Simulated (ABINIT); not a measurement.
# SiO2 (Stishovite): a self-consistent loop beyond G0W0, cycle by cycle, part 3 of 3

Wanted: G0W0 and self-consistent gaps of SiO2 (Stishovite), with the cost of the cycles.

ABINIT 10.8.3; PBE and many-body steps on it, plane waves. Known limits of the many-body steps: not at the basis limit; coarse k mesh.

So far. Step 7 (evGW0, cycle 3): Against the cycle before, the gap moves by −0.001 eV. Step 10 (evGW, cycle 1): Against G0W0 in ABINIT (4×4×4 mesh, 137 bands, screening to 195.9 eV, Godby-Needs plasmon pole), the gap moves by +0.792 eV.

**13. evGW, cycle 2**

This step: evGW on PBE, plane waves, norm-conserving pseudopotentials.

File run.abi:

```
acell 3*1.0 Angstrom
rprim 
  4.177300000000 0.000000000000 0.000000000000
  0.000000000000 4.177300000000 0.000000000000
  0.000000000000 0.000000000000 2.665200000000
ntypat 2
znucl 14 8
natom 6
typat 1 1 2 2 2 2
xred 
  0.000000000000 0.000000000000 0.000000000000
  0.500000000000 0.500000000000 0.500000000000
  0.305900000000 0.305900000000 0.000000000000
  0.194100000000 0.805900000000 0.500000000000
  0.694100000000 0.694100000000 0.000000000000
  0.805900000000 0.194100000000 0.500000000000
pp_dirpath "pseudos"
pseudos "Si.upf, O.upf"
ecut 36
ngkpt 4 4 4
nshiftk 1
shiftk 0 0 0
kptopt 1
chksymbreak 0
istwfk *1
occopt 1
irdwfk 1
optdriver 4
nband 137
gwcalctyp 10
ecutsigx 36
symsigma 1
nkptgw 18
kptgw 
  0.0000000000 0.0000000000 0.0000000000
  0.2500000000 0.0000000000 0.0000000000
  0.5000000000 0.0000000000 0.0000000000
  0.2500000000 0.2500000000 0.0000000000
  0.5000000000 0.2500000000 0.0000000000
  0.5000000000 0.5000000000 0.0000000000
  0.0000000000 0.0000000000 0.2500000000
  0.2500000000 0.0000000000 0.2500000000
  0.5000000000 0.0000000000 0.2500000000
  0.2500000000 0.2500000000 0.2500000000
  0.5000000000 0.2500000000 0.2500000000
  0.5000000000 0.5000000000 0.2500000000
  0.0000000000 0.0000000000 0.5000000000
  0.2500000000 0.0000000000 0.5000000000
  0.5000000000 0.0000000000 0.5000000000
  0.2500000000 0.2500000000 0.5000000000
  0.5000000000 0.2500000000 0.5000000000
  0.5000000000 0.5000000000 0.5000000000
bdgw 
  5 22
  5 22
  5 22
  5 22
  5 22
  5 22
  5 22
  5 22
  5 22
  5 22
  5 22
  5 22
  5 22
  5 22
  5 22
  5 22
  5 22
  5 22
ecuteps 7.2
irdscr 1
ppmodel 1
irdqps 1
indata_prefix "in"
outdata_prefix "out"
tmpdata_prefix "tmp"
```

Command:

```sh
OMP_NUM_THREADS=1 mpirun -n 8 abinit run.abi > log
```

Log:

```text
.Version 10.8.3 of ABINIT. v10.8.2 released Aug 2026.

 Symmetries : space group P4_2/m n m (#136); Bravais tP (primitive tetrag.)
[... echo of the input left out ...]
== DATASET  1 ==================================================================
-   mpi_nproc: 8, omp_nthreads: 1 (-1 if OMP is not activated)

--- !DatasetInfo
iteration_state: {dtset: 1, }
dimensions: {natom: 6, nkpt: 18, mband: 137, nsppol: 1, nspinor: 1, nspden: 1, mpw: 3273, }
cutoff_energies: {ecut:  36.0, pawecutdg:  -1.0, }
[...]
.  kptgw no:  3; Maximum DeltaE = (   0.011   0.000) for band index:  3
[...]
.  kptgw no: 17; Maximum DeltaE = (  -0.011  -0.000) for band index:  5
.  kptgw no: 18; Maximum DeltaE = (   0.007  -0.000) for band index:  3

== END DATASET(S) ==============================================================
================================================================================

 -outvars: echo values of variables after computation  --------
           etotal      0.0000000000E+00
            nband         137
             nkpt          18
          spgroup         136
 [... the other variables as echoed above ...]

 Calculation completed.
```

It took 9.5 min on 8 MPI ranks of Arm Neoverse V2, shared host; peak memory 4.7 GiB.

Numbers from this step:

```yaml
quasiparticle_gap_on_the_mesh: 8.854 eV
gap_of_the_density_functional_on_the_mesh: 5.686 eV
k_of_the_valence_top: 0, 0, 0
k_of_the_conduction_bottom: 0, 0, 0
least_direct_quasiparticle_gap_on_the_computed_points: 8.854 eV
```

Against the cycle before, the gap moves by +0.041 eV.

**14. Screening, 4×4×4 mesh, 137 bands, screening to 195.9 eV**

This step: RPA screening on PBE, plane waves, norm-conserving pseudopotentials.

File run.abi:

```
acell 3*1.0 Angstrom
rprim 
  4.177300000000 0.000000000000 0.000000000000
  0.000000000000 4.177300000000 0.000000000000
  0.000000000000 0.000000000000 2.665200000000
ntypat 2
znucl 14 8
natom 6
typat 1 1 2 2 2 2
xred 
  0.000000000000 0.000000000000 0.000000000000
  0.500000000000 0.500000000000 0.500000000000
  0.305900000000 0.305900000000 0.000000000000
  0.194100000000 0.805900000000 0.500000000000
  0.694100000000 0.694100000000 0.000000000000
  0.805900000000 0.194100000000 0.500000000000
pp_dirpath "pseudos"
pseudos "Si.upf, O.upf"
ecut 36
ngkpt 4 4 4
nshiftk 1
shiftk 0 0 0
kptopt 1
chksymbreak 0
istwfk *1
occopt 1
irdwfk 1
optdriver 3
nband 137
ecuteps 7.2
inclvkb 2
awtr 1
symchi 1
gwcalctyp 10
mbpt_sciss 3.763 eV
nqptdm 1
qptdm 
  0 0 0
indata_prefix "in"
outdata_prefix "out"
tmpdata_prefix "tmp"
```

Log:

```text
.Version 10.8.3 of ABINIT. v10.8.2 released Aug 2026.

 Symmetries : space group P4_2/m n m (#136); Bravais tP (primitive tetrag.)
[... echo of the input left out ...]
== DATASET  1 ==================================================================
-   mpi_nproc: 8, omp_nthreads: 1 (-1 if OMP is not activated)

--- !DatasetInfo
iteration_state: {dtset: 1, }
dimensions: {natom: 6, nkpt: 18, mband: 137, nsppol: 1, nspinor: 1, nspden: 1, mpw: 3273, }
cutoff_energies: {ecut:  36.0, pawecutdg:  -1.0, }
[...]
[... chi0 elements left out ...]
 For q-point:  0.000010 0.000020 0.000030
  dielectric constant =   2.8992
  dielectric constant without local fields =   3.0889

  Average fulfillment of the sum rule on Im[epsilon] for q-point    1 :     80.55  [%]
[... wings left out ...]
== END DATASET(S) ==============================================================
================================================================================

 -outvars: echo values of variables after computation  --------
           etotal      0.0000000000E+00
            nband         137
             nkpt          18
          spgroup         136
 [... the other variables as echoed above ...]

 Calculation completed.
```

Wall time 13 s (8 MPI ranks); peak memory 2.4 GiB.

This step gave:

| Quantity | Value |
| --- | --- |
| ε∞ with local fields, on this mesh, along the program's q direction | 2.899 |
| the same without local fields | 3.089 |
| plasma frequency | 30.80 eV |
| plane waves in the screening matrix | 283 |

This screening uses the functional's bands under a rigid shift, the mean opening of the cycle before.

**15. Screening, 4×4×4 mesh, 137 bands, screening to 195.9 eV**

This step: RPA screening on PBE from quasiparticle energies, plane waves, norm-conserving pseudopotentials.

run.abi, as its differences from that of step 14:

```diff
@@ -33,7 +33,23 @@
 symchi 1
+irdqps 1
 gwcalctyp 10
-mbpt_sciss 3.763 eV
-nqptdm 1
+nqptdm 17
 qptdm 
-  0 0 0
+  0.2500000000 0.0000000000 0.0000000000
+  0.5000000000 0.0000000000 0.0000000000
+  0.2500000000 0.2500000000 0.0000000000
+  0.5000000000 0.2500000000 0.0000000000
+  0.5000000000 0.5000000000 0.0000000000
+  0.0000000000 0.0000000000 0.2500000000
+  0.2500000000 0.0000000000 0.2500000000
+  0.5000000000 0.0000000000 0.2500000000
+  0.2500000000 0.2500000000 0.2500000000
+  0.5000000000 0.2500000000 0.2500000000
+  0.5000000000 0.5000000000 0.2500000000
+  0.0000000000 0.0000000000 0.5000000000
+  0.2500000000 0.0000000000 0.5000000000
+  0.5000000000 0.0000000000 0.5000000000
+  0.2500000000 0.2500000000 0.5000000000
+  0.5000000000 0.2500000000 0.5000000000
+  0.5000000000 0.5000000000 0.5000000000
 indata_prefix "in"
```

File mrgscr.stdin:

```
2
merged
q0_SCR
out_SCR
1
```

Command:

```sh
OMP_NUM_THREADS=1 mpirun -n 8 abinit run.abi > log; mrgscr < mrgscr.stdin
```

Log:

```text
.Version 10.8.3 of ABINIT. v10.8.2 released Aug 2026.

 Symmetries : space group P4_2/m n m (#136); Bravais tP (primitive tetrag.)
[... echo of the input left out ...]
== DATASET  1 ==================================================================
-   mpi_nproc: 8, omp_nthreads: 1 (-1 if OMP is not activated)

--- !DatasetInfo
iteration_state: {dtset: 1, }
dimensions: {natom: 6, nkpt: 18, mband: 137, nsppol: 1, nspinor: 1, nspden: 1, mpw: 3273, }
cutoff_energies: {ecut:  36.0, pawecutdg:  -1.0, }
[...]
q-point number  1        q = ( 0.250000, 0.000000, 0.000000) [r.l.u.]
--------------------------------------------------------------------------------
[... chi0 elements left out ...]
  Average fulfillment of the sum rule on Im[epsilon] for q-point    2 :     92.61  [%]

--------------------------------------------------------------------------------
  q-point number  2        q = ( 0.500000, 0.000000, 0.000000) [r.l.u.]
--------------------------------------------------------------------------------
[... chi0 elements left out ...]
  Average fulfillment of the sum rule on Im[epsilon] for q-point    3 :     86.75  [%]

 [... 15 further q-points ...]
```

Wall time 53 s (8 MPI ranks); peak memory 2.2 GiB.

Numbers from this step:

```yaml
plasma_frequency: 30.80 eV
plane_waves_in_the_screening_matrix: 283
```

This screening reads the quasiparticle levels of the cycle before.

**16. evGW, cycle 3**

This step: evGW on PBE, plane waves, norm-conserving pseudopotentials.

run.abi, as its differences from that of step 15:

```diff
@@ -27,12 +27,10 @@
 irdwfk 1
-optdriver 3
+optdriver 4
 nband 137
-ecuteps 7.2
-inclvkb 2
-awtr 1
-symchi 1
-irdqps 1
 gwcalctyp 10
-nqptdm 17
-qptdm 
+ecutsigx 36
+symsigma 1
+nkptgw 18
+kptgw 
+  0.0000000000 0.0000000000 0.0000000000
   0.2500000000 0.0000000000 0.0000000000
@@ -54,2 +52,25 @@
   0.5000000000 0.5000000000 0.5000000000
+bdgw 
+  5 22
+  5 22
+  5 22
+  5 22
+  5 22
+  5 22
+  5 22
+  5 22
+  5 22
+  5 22
+  5 22
+  5 22
+  5 22
+  5 22
+  5 22
+  5 22
+  5 22
+  5 22
+ecuteps 7.2
+irdscr 1
+ppmodel 1
+irdqps 1
 indata_prefix "in"
```

Command:

```sh
OMP_NUM_THREADS=1 mpirun -n 8 abinit run.abi > log
```

Log:

```text
.Version 10.8.3 of ABINIT. v10.8.2 released Aug 2026.

 Symmetries : space group P4_2/m n m (#136); Bravais tP (primitive tetrag.)
[... echo of the input left out ...]
== DATASET  1 ==================================================================
-   mpi_nproc: 8, omp_nthreads: 1 (-1 if OMP is not activated)

--- !DatasetInfo
iteration_state: {dtset: 1, }
dimensions: {natom: 6, nkpt: 18, mband: 137, nsppol: 1, nspinor: 1, nspden: 1, mpw: 3273, }
cutoff_energies: {ecut:  36.0, pawecutdg:  -1.0, }
[...]
.  kptgw no:  3; Maximum DeltaE = (   0.001   0.000) for band index:  2
[...]
.  kptgw no: 17; Maximum DeltaE = (   0.002   0.000) for band index:  1
.  kptgw no: 18; Maximum DeltaE = (   0.001   0.000) for band index:  1

== END DATASET(S) ==============================================================
================================================================================

 -outvars: echo values of variables after computation  --------
           etotal      0.0000000000E+00
            nband         137
             nkpt          18
          spgroup         136
 [... the other variables as echoed above ...]

 Calculation completed.
```

It took 9.5 min on 8 MPI ranks; peak memory 4.7 GiB; 76 min of CPU time.

Numbers from this step:

```
quasiparticle gap on the mesh                         : 8.857 eV
gap of the density functional on the mesh             : 5.686 eV
k of the valence top                                  : 0, 0, 0
k of the conduction bottom                            : 0, 0, 0
least direct quasiparticle gap on the computed points : 8.857 eV
```

Against the cycle before, the gap moves by +0.003 eV.

**17. The runs together**

Times are wall times on 8 MPI ranks of Arm Neoverse V2, shared host, good to a factor of about two. A run's time includes the screening step that it read.

```
           run   mesh  bands  screening cutoff (eV)  DFT gap (eV)  gap on the mesh (eV)  direct (eV)  ε∞ used    time
          G0W0  4×4×4    137                  195.9         5.686                 8.021        8.021     3.37    92 s
evGW0, cycle 1  4×4×4    137                  195.9         5.686                 8.480        8.480     3.37  10 min
evGW0, cycle 2  4×4×4    137                  195.9         5.686                 8.350        8.350     3.37  10 min
evGW0, cycle 3  4×4×4    137                  195.9         5.686                 8.349        8.349     3.37  10 min
 evGW, cycle 1  4×4×4    137                  195.9         5.686                 8.813        8.813     2.95  10 min
 evGW, cycle 2  4×4×4    137                  195.9         5.686                 8.854        8.854     2.90  11 min
 evGW, cycle 3  4×4×4    137                  195.9         5.686                 8.857        8.857     2.90  11 min
```

**18. Summary of results**

| Item | Value |
| --- | --- |
| G0W0 | 8.021 eV |
| evGW0, cycle 1 | 8.480 eV |
| evGW0, cycle 2 | 8.350 eV |
| evGW0, cycle 3 | 8.349 eV |
| evGW, cycle 1 | 8.813 eV |
| evGW, cycle 2 | 8.854 eV |
| evGW, cycle 3 | 8.857 eV |
| known limits | not at the basis limit; coarse k mesh |

What this shows: Only the bands that the input lists are updated; the others, empty or deep, keep the functional's energies or take a rigid shift. The evGW loop starts from the last levels of evGW0, so its cycles and time come on top of those. evGW0 ends at 8.35 eV, +0.33 eV from G0W0, after 3 cycles that took 28 min beside the first screening; the last moved the gap by 0.001 eV. evGW ends at 8.86 eV, +0.84 eV from G0W0, after 3 cycles that took 32 min beside the first screening; the last moved the gap by 0.003 eV. The first cycle of evGW0 takes the full correction, without the factor Z, so it overshoots the one-shot value. Bands and cutoff are finite, so the gap is not at the basis limit. The miss can reach some tenths of an eV and take either sign; the mesh is an error of its own. The 4×4×4 mesh is coarse for this cell, which bears on the long-range parts of exchange and screening. In the updated screening the q = 0 part is built from Kohn-Sham bands under a rigid shift, the other q from the quasiparticle levels.

[Paths, hosts, dates, memory and timing lines, banners, echoed tables and standing remarks are left out of the program output.]

[Logs are printed without paths, hosts, clocks, repeated set-up lines and the standing remarks that a program may print on its own settings, such as how far it seeks lower states.]

[Runs of the session that timed out or met a known fault of the program may be left out.]

[Hosts, paths, dates, database ids (printed as entryN), source tags and the programs' standing remarks are cut or masked in the printed files.]

[G0W0 gaps are taken among the corrected bands and points alone; a level outside them can change the order at an edge.]

[Where Ansatz stands beside ABINIT at settings called matched, ABINIT's density can come from a denser mesh and the files from another edition; pairs whose starting gaps differed by over 0.03 eV were left out, so agreement reads better than it is.]
